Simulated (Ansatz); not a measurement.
# CeO2 (Fm-3m): how G0W0 depends on its starting point, part 2 of 2

Aim: G0W0 for CeO2 (Fm-3m) on several starting functionals, at one mesh, band count and screening cutoff.

Ansatz 0.2.0; G0W0 on several functionals, plane waves, PAW. Known limits of the many-body steps: not at the basis limit; f levels unsure; no spin polarisation; f levels unsure; no spin-orbit coupling.

So far. Step 2 (G0W0 on LDA): The gap on the mesh goes from 2.04 eV to 3.75 eV, a correction of +1.71 eV, though a band edge has moved to another state. The program marks an edge row as in doubt.

In doubt: the elements are of a kind flagged for part-filled d or f shells, though by formal charges that shell is empty here, so the flag may not apply; masses and optical values from hybrid runs of this build are listed as unsure (step 4), which bears on the screening that GW takes from such a start.

## 3. G0W0 on PBE

One-shot GW remembers its start. Another functional's orbitals and levels show by how much.

This step: G0W0 on PBE, plane waves, PAW; PAW set soft_1.

Contents of input.yaml:

```yaml
crystal:
  lattice:
    - [0.0, 2.70365, 2.70365]
    - [2.70365, 0.0, 2.70365]
    - [2.70365, 2.70365, 0.0]
  atoms:
    - { symbol: Ce, position: [0.0, 0.0, 0.0] }
    - { symbol: O, position: [0.25, 0.25, 0.25] }
    - { symbol: O, position: [0.75, 0.75, 0.75] }
kpoints:
  mp_grid: { grid: [6, 6, 6] }
hamiltonian:
  xc: pbe
  pseudopotentials: { kind: paw, azcp: { folder: soft_1 } }
scf:
  occupations: { method: fixed }
gw:
  n_empty_bands: 117
  ecut_chi: 120
  qp_bands: [v2, c2]
  qp_kpoints: band_edges
  screening: { model: contour_deformation }
```

The run is started by

```bash
ansatz run input.yaml --threads 3 --pin off --max-ram 92160MiB --backend cuda --events-out ev --progress --plain --runs-dir out --devices 1 --max-vram 13GiB
```

Numbers of over 12 decimals in the logs are rounded to 6 here.

Output:

```text
GPUs: using 1 of 1 available (devices: 1).
[...]
GPU FFT provider: cuFFT
GPU libraries: cuBLAS 13.8.2, cuFFT 12.4.0, cuSOLVER 12.3.4
Crystal: 3 atoms, lattice volume = 39.526 Å³
Basis set: ecut = 420 eV, 749 PW (Γ)
Bands: 16, of which v1, the nominal top of the filled ones, is band 12 counted from 1 (11 counted from 0)
Symmetry: 48 space group operations
[...]
k-points: 16 of 216
[...]
GPU buffer pool allocated for 19683 grid points (all kernels)
[...]
SCF iter   1: F=—  HF=-7716.061747 eV  |F-HF|=—  |Δ(HF+E_count)|=         —  Δρ=4.82e-2  dr2=6.40e-1  ethr=3.10e-3  ⟨swp⟩=4.0  Hψ=1022  notcnv=0  defer=17
[...]
SCF iter   8: F=-7716.016495 eV  HF=-7716.016495 eV  |F-HF|=2.28e-8  |Δ(HF+E_count)|=   1.15e-7  Δρ=7.72e-6  dr2=3.03e-8  ethr=4.17e-10  ⟨swp⟩=5.8  Hψ=998  notcnv=0
SCF 1 converged in 8 iterations: F = -7716.016495 eV  dr2 = 3.03e-8
[...]
NSCF: frozen V_eff on 16 k-points, pencils in batches of 32, up to order 64
[...]
NSCF: frozen V_eff on 16 k-points
G₀W₀ screening: q 1/16
[... further progress lines ...]
[...]
SCF converged after 8 iterations
Free energy (F): -7716.016495 eV
[...]
Internal energy: -7716.016495 eV  (E = F + TS)
E sigma→0 (E₀):  -7716.016495 eV
Fermi energy:    10.732522 eV
[...]
--- Band table (eV; the first three rows and the last of 16) ---
  k-point 0: bands = [... 8 lower, 6.9568, 10.2227, 10.2227, 10.2227, 13.1432, 13.1432, 13.1432, 13.3961]
[...]
0    14     13.1432   -23.6621   -13.0740   -38.5726  0.5499    15.3831    14.9797  root ?
     1    11     10.1314   -25.6074     3.5954   -22.2117  0.6779    10.3299    10.3311  root
     1    12     10.1314   -25.6074     3.5954   -22.2117  0.6779    10.3299    10.3311  root
     1    13     13.1149   -23.5377   -12.8900   -38.2693  0.5536    15.3491    14.9565  root ?
     1    14     13.1149   -23.5377   -12.8900   -38.2693  0.5536    15.3491    14.9565  root ?
     2    11     10.0317   -25.5288     3.7697   -21.9068  0.6790    10.1788    10.1794  root
     2    12     10.0317   -25.5288     3.7697   -21.9068  0.6790    10.1788    10.1794  root
     2    13     13.0370   -23.5552   -12.5854   -38.0059  0.5597    15.2817    14.9024  root ?
     2    14     13.0370   -23.5552   -12.5854   -38.0059  0.5597    15.2817    14.9024  root ?
     3    11     10.0479   -25.9106     3.6946   -22.4116  0.6787    10.2424    10.2435  root
     3    12     10.0479   -25.9106     3.6946   -22.4116  0.6787    10.2424    10.2435  root
     3    13     12.8147   -23.1984   -11.5338   -36.6457  0.5817    15.0538    14.7282  root ?
     3    14     13.0016   -23.6853   -12.5195   -38.0850  0.5611    15.2605    14.8818  root ?
[...]
14    11      9.9870   -26.2997     3.8970   -22.6067  0.6771    10.1898    10.1910  root
    14    12     10.5871   -25.8841     4.3436   -21.5474  0.6929    10.5940    10.5940  root
    14    13     12.8772   -23.2100   -11.7297   -36.8264  0.5760    15.0959    14.7639  root ?
    14    14     13.0002   -23.7346   -12.4134   -38.0245  0.5621    15.2520    14.8767  root ?
    15    11     10.0783   -26.0712     4.1773   -22.0263  0.6768    10.2102    10.2108  root
    15    12     10.1820   -26.0898     4.1719   -22.0479  0.6786    10.3114    10.3120  root
    15    13     12.9046   -23.3733   -11.8656   -37.1234  0.5727    15.1306    14.7891  root ?
    15    14     12.9851   -23.8133   -12.3260   -38.0180  0.5631    15.2369    14.8638  root ?
```

Elapsed: 18 s, on 1 × NVIDIA H100 80GB HBM3 (shared by 6 runs) with 3 threads of AMD EPYC 7R13 (Zen 3), shared host; peak memory 1.1 GiB.

This step gave:

- bands summed: 129
- RPA ε∞ on this mesh (eigenvalues): 7.622, 7.622, 7.622
- plane waves in the screening matrix: 113
- q-points in the mesh: 216
- G0W0 gap on the mesh: 3.831 eV
- k of the valence top: 0, 0.1667, -0.1667
- k of the conduction bottom: 0, 0, -0.5
- starting gap on the mesh: 2.082 eV
- Z at the valence top: 0.6843
- Z at the conduction bottom: 0.5817
- least direct G0W0 gap on the computed points: 3.919 eV

Against the run with 6×6×6 mesh, 117 empty bands, screening to 120 eV, PAW set soft_1 files on LDA, the gap moves by +0.08 eV, while the start moved by +0.04 eV.

## 4. G0W0 on HSE06

This step: G0W0 on HSE06, plane waves, PAW; PAW set soft_1.

input.yaml, as its differences from that of step 3:

```diff
@@ -12,3 +12,3 @@
 hamiltonian:
-  xc: pbe
+  xc: hse06
   pseudopotentials: { kind: paw, azcp: { folder: soft_1 } }
```

Output:

```text
GPUs: using 1 of 1 available (devices: 1).
[...]
davidson cushion auto → on  (no smearing: the cushion is to keep the highest requested band from converging to the state above it; pin scf.eigensolver.cushion to override)
[...]
GPU FFT provider: cuFFT
GPU libraries: cuBLAS 13.8.2, cuFFT 12.4.0, cuSOLVER 12.3.4
Crystal: 3 atoms, lattice volume = 39.526 Å³
Basis set: ecut = 420 eV, 749 PW (Γ)
[...]
1    13     14.0924   -23.0083   -10.6749   -35.0482  0.6342    15.5356    15.4574  root
     1    14     14.0924   -23.0083   -10.6749   -35.0482  0.6342    15.5356    15.4574  root
[...]
15    11      9.1836   -25.6246     4.1651   -21.9487  0.7483     9.6692     9.6728  root
    15    12      9.3218   -26.3500     3.7356   -23.2478  0.7457     9.9498     9.9551  root
    15    13     13.7534   -22.4534    -9.8841   -33.7236  0.6535    15.2104    15.1396  root
    15    14     13.8840   -23.1745   -10.3296   -34.9059  0.6420    15.3636    15.2858  root
[key lines of the parts left out:]
Free energy (F): -7718.910368 eV
Fermi energy:    9.897804 eV
```

The job ended after 36 s (1 × NVIDIA H100 80GB HBM3 (shared by 6 runs) with 3 threads; peak memory 1.4 GiB; 47 s of CPU time).

This step gave:

```yaml
bands_summed: 129
rpa_eps_infinity_on_this_mesh_eigenvalues: 4.962, 4.962, 4.962
plane_waves_in_the_screening_matrix: 113
g0w0_gap_on_the_mesh: 4.594 eV
k_of_the_valence_top: 0.1667, 0.3333, -0.5
k_of_the_conduction_bottom: 0, 0, -0.5
starting_gap_on_the_mesh: 3.724 eV
least_direct_g0w0_gap_on_the_computed_points: 4.728 eV
```

Against the run with 6×6×6 mesh, 117 empty bands, screening to 120 eV, PAW set soft_1 files on PBE, the gap moves by +0.76 eV, while the start moved by +1.64 eV.

## 5. Side by side

All on the 6×6×6 mesh with 117 empty bands and screening to 120 eV. Times are wall times on 1 × NVIDIA H100 80GB HBM3 (shared by 6 runs) with 3 threads of AMD EPYC 7R13 (Zen 3), shared host, good to a factor of about two.

| start | starting gap (eV) | shift (eV) | G0W0 gap (eV) | RPA ε∞ (harmonic mean) | Z (valence, conduction) | time |
| --- | --- | --- | --- | --- | --- | --- |
| LDA | 2.04 | +1.71 | 3.75 | 7.83 | 0.68, 0.58 | 16 s |
| PBE | 2.08 | +1.75 | 3.83 | 7.62 | 0.68, 0.58 | 18 s |
| HSE06 | 3.72 | +0.87 | 4.59 | 4.96 | 0.76, 0.66 | 36 s |

How the two edges are built up, in eV (the quasiparticle level is the starting level plus Σx plus Σc less Vxc):

| run | edge | start | Σx | Σc | Vxc | Z | QP |
| --- | --- | --- | --- | --- | --- | --- | --- |
| LDA | valence top | 10.24 | -26.26 | 3.26 | -23.42 | 0.68 | 10.67 |
| LDA | conduction bottom | 12.40 | -23.16 | -11.77 | -36.94 | 0.58 | 14.41 |
| PBE | valence top | 10.62 | -26.31 | 3.38 | -23.22 | 0.68 | 10.90 |
| PBE | conduction bottom | 12.81 | -23.20 | -11.53 | -36.65 | 0.58 | 14.73 |
| HSE06 | valence top | 9.90 | -26.22 | 3.89 | -22.87 | 0.76 | 10.44 |
| HSE06 | conduction bottom | 13.62 | -22.32 | -9.62 | -33.34 | 0.66 | 15.03 |

For a hybrid start, Vxc holds its share of exact exchange. Where G0W0 reorders the edges (LDA and PBE), the two states listed lie further apart at the start than the starting gap.

## 6. Outcome

| Quantity | Value |
| --- | --- |
| G0W0@LDA | 3.75 eV (start 2.04 eV) |
| G0W0@PBE | 3.83 eV (start 2.08 eV) |
| G0W0@HSE06 | 4.59 eV (start 3.72 eV) |
| known limits | not at the basis limit; f levels unsure; no spin polarisation; f levels unsure; no spin-orbit coupling |

What this shows: The starting gaps span 1.69 eV and the G0W0 gaps 0.85 eV. Between LDA and HSE06, 0.85 eV of the 1.69 eV survives, 50 %. HSE06 screens less than LDA (ε∞ 4.96 against 7.83). Of the 0.85 eV by which its G0W0 gap is higher, the correlation part gives +1.52 eV, and exchange with the one-particle terms, which follow the orbitals, −0.68 eV. The smallest correction, +0.87 eV, is on HSE06, the start nearest to reproducing itself. Bands and cutoff are finite, so the gap is not at the basis limit. The miss can reach some tenths of an eV and take either sign; the mesh is an error of its own. Empty 4f levels lie among the conduction bands. Their place in the start is unsure; it enters the screening, and the edge itself where they lie low. The runs have no spin polarisation. For a closed low-spin shell that is the natural state; where a d or f shell is open it is a constraint, and the gap is then not the crystal's own. The compound holds f electrons or empty f levels, where one-shot G0W0 is unsure. The many-body steps are scalar-relativistic: spin-orbit coupling is not in them. The program marks a band-edge row as in doubt, so the gap is less sure than its digits.

[Paths, hosts, dates, memory and timing lines, banners, echoed tables and standing remarks are left out of the program output.]

[Logs are printed without paths, hosts, clocks, repeated set-up lines and the standing remarks that a program may print on its own settings, such as how far it seeks lower states.]

[Runs of the session that timed out or met a known fault of the program may be left out.]

[Cells called generated may have been cut or substituted from an entry of the Crystallography Open Database or the Materials Project.]

[Hosts, paths, dates, database ids (printed as entryN), source tags and the programs' standing remarks are cut or masked in the printed files.]
